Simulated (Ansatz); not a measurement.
# GeWAu in the AlB2 type: lattice stability ahead of a resistivity run, part 3 of 3

Question: is the lattice of GeWAu in the AlB2 type stable, and if so, what are its coupling constant and resistivity?

Ansatz 0.2.0; DFT PBEsol, scalar-relativistic, plane waves, PAW; PAW set soft_1.

So far, lowest on path (cm⁻¹): step 6 (phonons by linear response: q 2×2×2, k 4×4×6) -64.4; step 7 (k-mesh 6×6×9, q mesh 3×3×3) -78.1. The relaxed cell has a = 4.491, c = 2.728 Å (conventional setting).

The structure was built from a prototype and need not be the compound's stable phase.

### 8. Electron–phonon run: q 3×3×3, k 6×6×9, scattering 8×8×12

Phonons, couplings and the Boltzmann equation in one run.

input.yaml reads:

```yaml
crystal:
  lattice:
    - [4.4906023127, 0.0, 0.0]
    - [-2.2453011564, 3.8889756811, 0.0]
    - [0.0, 0.0, 2.7278332176]
  atoms:
    - { symbol: W, position: [0.0, 0.0, 0.0] }
    - { symbol: Ge, position: [0.3333333333, 0.6666666667, 0.5] }
    - { symbol: Au, position: [0.6666666667, 0.3333333333, 0.5] }
kpoints:
  mp_grid: { grid: [6, 6, 9] }
hamiltonian:
  xc: pbesol
  pseudopotentials: { kind: paw, azcp: { folder: soft_1 }, xc_functional: pbe }
scf:
  occupations: { method: methfessel_paxton, width: 0.2 }
output:
  eigenvalues: true
phonons:
  method: dfpt
  qmesh: [3, 3, 3]
  temperatures: { t_max: 1000, t_step: 50 }
  qpath:
    path:
      - [[0.0, 0.0, 0.0], [0.5, 0.0, 0.0], [0.33333333, 0.33333333, 0.0], [0.0, 0.0, 0.0], [0.0, 0.0, 0.5], [0.5, 0.0, 0.5], [0.33333333, 0.33333333, 0.5], [0.0, 0.0, 0.5]]
      - [[0.5, 0.0, 0.5], [0.5, 0.0, 0.0]]
      - [[0.33333333, 0.33333333, 0.5], [0.33333333, 0.33333333, 0.0]]
    npoints: 10
  electrical_resistivity:
    mesh: [8, 8, 12]
    temperatures: [20.0, 50.0, 77.0, 100.0, 150.0, 200.0, 300.0, 400.0, 600.0, 800.0]
```

Started as:

```
$ ansatz run input.yaml --threads 4 --pin off --max-ram 12288MiB --backend cpu --events-out ev --progress --plain --runs-dir out
```

Output:

```text
[the first part of the log is left out]
  E_vxc        = -559.003176  (∫ρ·V_xc dr)
  E_paw        = -20013.883197  (= ΣΔE_a)
  E_vpaw       = -853.926392  (= ΣTr[D̂ρ^β])
  E_aug_tail   = 0.001761  (compensation charges beyond the density's cutoff)
  E_ewald      = -6142.835454
  E_core_change = 1.449323  (= ΣΔE_core)
  E_smearing   = 0.000287  (= −TS)
  E_closure    = 0.000000  (closes the sum)
  Σ components = -27518.472334   (vs F -27518.472334, Δ=0.00e0)
--- Band table (eV; the first three rows and the last of 35) ---
  k-point 0: bands = ["-86.9663", "-54.4696", "-38.3113", "-38.3113", "-38.1041", "-18.7087", "-18.7087", "-18.1926", "-5.2934", "-5.1633", "-5.1633", "-5.1353", "-5.1353", "6.8848", "12.3280", "12.8902", "12.8902", "15.5902", "15.6553", "15.6553", "16.2733", "16.2733", "18.5411", "21.9567", "21.9567", "22.4419", "22.4419", "25.0345", "25.0345"]
  k-point 1: bands = ["-86.9652", "-54.4624", "-38.3090", "-38.3090", "-38.1299", "-18.6966", "-18.6966", "-18.3054", "-5.2703", "-5.1626", "-5.1626", "-5.1443", "-5.1443", "7.1588", "12.6977", "12.9185", "12.9185", "15.0497", "15.0497", "16.1291", "16.8486", "16.8486", "18.7335", "20.7625", "20.7625", "23.6976", "23.6976", "23.8293", "24.9428"]
  k-point 2: bands = ["-86.9625", "-54.4440", "-38.3030", "-38.3030", "-38.1949", "-18.6658", "-18.6658", "-18.5837", "-5.2118", "-5.1673", "-5.1673", "-5.1606", "-5.1606", "7.9476", "12.9676", "12.9676", "13.6456", "14.2456", "14.2456", "17.4889", "17.6753", "17.6753", "19.2364", "19.6153", "19.6153", "21.3447", "24.3519", "24.3519", "25.3113"]
  k-point 34: bands = ["-86.9573", "-54.4093", "-38.3161", "-38.2921", "-38.2921", "-19.0782", "-18.6112", "-18.6090", "-5.2119", "-5.2078", "-5.1593", "-5.1587", "-5.0999", "11.3036", "12.8611", "12.8991", "12.9000", "14.4169", "14.6189", "16.1040", "17.4393", "17.6840", "18.4643", "20.4906", "20.8521", "21.0544", "21.7880", "23.3453", "26.4452"]
--- Phonons (Γ-DFPT): 6 representative perturbations + reference (Σ response iterations 25) ---
  ASR residual: 8.466e-6 → 0.000e0 eV/Å²; symmetrization residual: 2.711e-7 eV/Å²
  ASR residual per site (eV/Å²): 6.12e-6 2.73e-6 8.47e-6
  Γ frequencies (cm⁻¹): 0.00 0.00 0.00 47.52 90.02 107.87 107.87 186.65 186.65
--- Phonons (arbitrary-q DFPT): 6 irreducible q on the 3×3×3 mesh ---
  q = [0.0000, 0.0000, 0.0000] (star 1, of the zone-centre solve; hermiticity 6.09e-8, symmetrization 3.62e-10): 0.00 0.00 0.00 47.52 90.02 107.87 107.87 186.65 186.65
  q = [0.0000, 0.0000, 0.3333] (star 2, 6 solved perturbations in 540 linear systems a pass and spin channel, the states on 117 of 324 k-point pairs; hermiticity 2.61e-8, symmetrization 1.06e-9): 70.67 70.67 92.47 92.47 128.28 139.65 164.88 173.54 173.54
  q = [0.0000, 0.3333, 0.0000] (star 6, 9 solved perturbations on 105 of 324 k-point pairs; hermiticity 1.81e-7, symmetrization 4.13e-10): -47.26 26.27 36.70 52.45 83.50 104.03 110.88 180.43 192.13
  q = [0.0000, 0.3333, 0.3333] (star 12, 9 solved perturbations on 189 of 324 k-point pairs; hermiticity 3.19e-8, symmetrization 1.15e-10): 35.56 56.22 78.42 96.96 138.19 144.37 158.04 180.59 182.05
  q = [0.3333, 0.3333, 0.0000] (star 2, 6 solved perturbations in 465 linear systems a pass and spin channel, the states on 105 of 324 k-point pairs; hermiticity 1.57e-7, symmetrization 7.41e-9): -78.09 31.07 42.50 65.22 69.75 93.32 141.13 174.39 193.34
  q = [0.3333, 0.3333, 0.3333] (star 4, 6 solved perturbations in 837 linear systems a pass and spin channel, the states on 189 of 324 k-point pairs; hermiticity 2.90e-8, symmetrization 1.34e-9): 29.51 45.54 77.47 116.79 126.97 150.30 151.56 174.77 195.37
  sum rule: each row above includes the acoustic sum rule's correction from the zone centre's row sums; it moved no ω² by more than (0.11 cm⁻¹)²
  mesh force constants: q→R imaginary residual 0.00e0; ASR residual 8.466e-6 → 0.000e0 eV/Å²; symmetrization residual 5.329e-15 eV/Å²
  interpolated dispersion: 93 rows × 9 modes
  density of states and harmonic sums: on the 18×18×24 q-mesh, interpolated from the force constants of a 3×3×3 supercell (no non-analytic term)
  largest difference from the sums on the solved wave vectors: F 3.32e-2 eV, S 4.01e-5 and C_V 9.84e-6 eV/K
  zero-point energy: 0.060852 eV/cell   skipped modes (ω ≤ 0): 231, of them read as no rigid motion or as one in doubt: 228 (4.871e-1 modes/cell left out, lowest -78.09 cm⁻¹)   left out of the sums: 5.42e-2 of the cell's modes: C_V's classical limit lies that fraction below 3 k_B per atom; for a crystal, a wire or a layer, F and S can be off by more, and a phonons.interpolated_qmesh denser along its periods is the remedy for the sampling
Error: electrical resistivity: the mode of lowest frequency at the wavevector [0.2500, 0.3750, 0.0000] is imaginary, -76.18 cm⁻¹ (written negative): the force constants describe an unstable lattice; relax the structure, enlarge phonons.supercell (under dfpt, kpoints.mp_grid), or, with a block electrical_resistivity or superconductivity, name a file of force constants under which the crystal is stable (phonons.electron_phonon_force_constants)
The harmonic force constants that this run solved are whole in <dir>
```

Run time: 3.7 min. Hardware: 4 threads of Arm Neoverse V2, shared host; peak memory 0.95 GiB.

The run ended with an error.

The program's message: “electrical resistivity: the mode of lowest frequency at the wavevector [0.2500, 0.3750, 0.0000] is imaginary, -76.18 cm⁻¹ (written negative): the force constants describe an unstable lattice; relax th …”

The run stops because a mode is imaginary on the scattering mesh, where no scattering rate is defined; denser k meshes, other smearings and, between solved wavevectors, finer q meshes show whether the instability is real.

### 9. Summary of results

- phonon run of the rows without a label of their own: PBEsol, q 3×3×3, k 6×6×9
- softest mode on the q mesh: -78.1 cm⁻¹ at q = (0.333, 0.333, 0)
- highest frequency, solved or plainly interpolated: 199 cm⁻¹

**Reading.** The lattice is dynamically unstable at this level: a mode at q = (0.333, 0.333, 0) is imaginary, 78.1i cm⁻¹, so no harmonic coupling constant or resistivity is defined for this structure. These meshes are coarse, and single modes of a metal can move by tens of cm⁻¹ with the k mesh. The coarser mesh found an imaginary mode at another wavevector, which this mesh lacks. Spin–orbit coupling, left out here, matters for Au and W. The phonon runs are not spin-polarised. The PAW files were made for PBE; under other functionals the run regenerates their frozen core. The structure was built by hand as an ordered model, and its stability against other phases was not tested.

[Logs are printed without paths, hosts, clocks, repeated set-up lines and the standing remarks that a program may print on its own settings, such as how far it seeks lower states.]

[Hosts, paths, dates, database ids (printed as entryN), source tags and the programs' standing remarks are cut or masked in the printed files.]
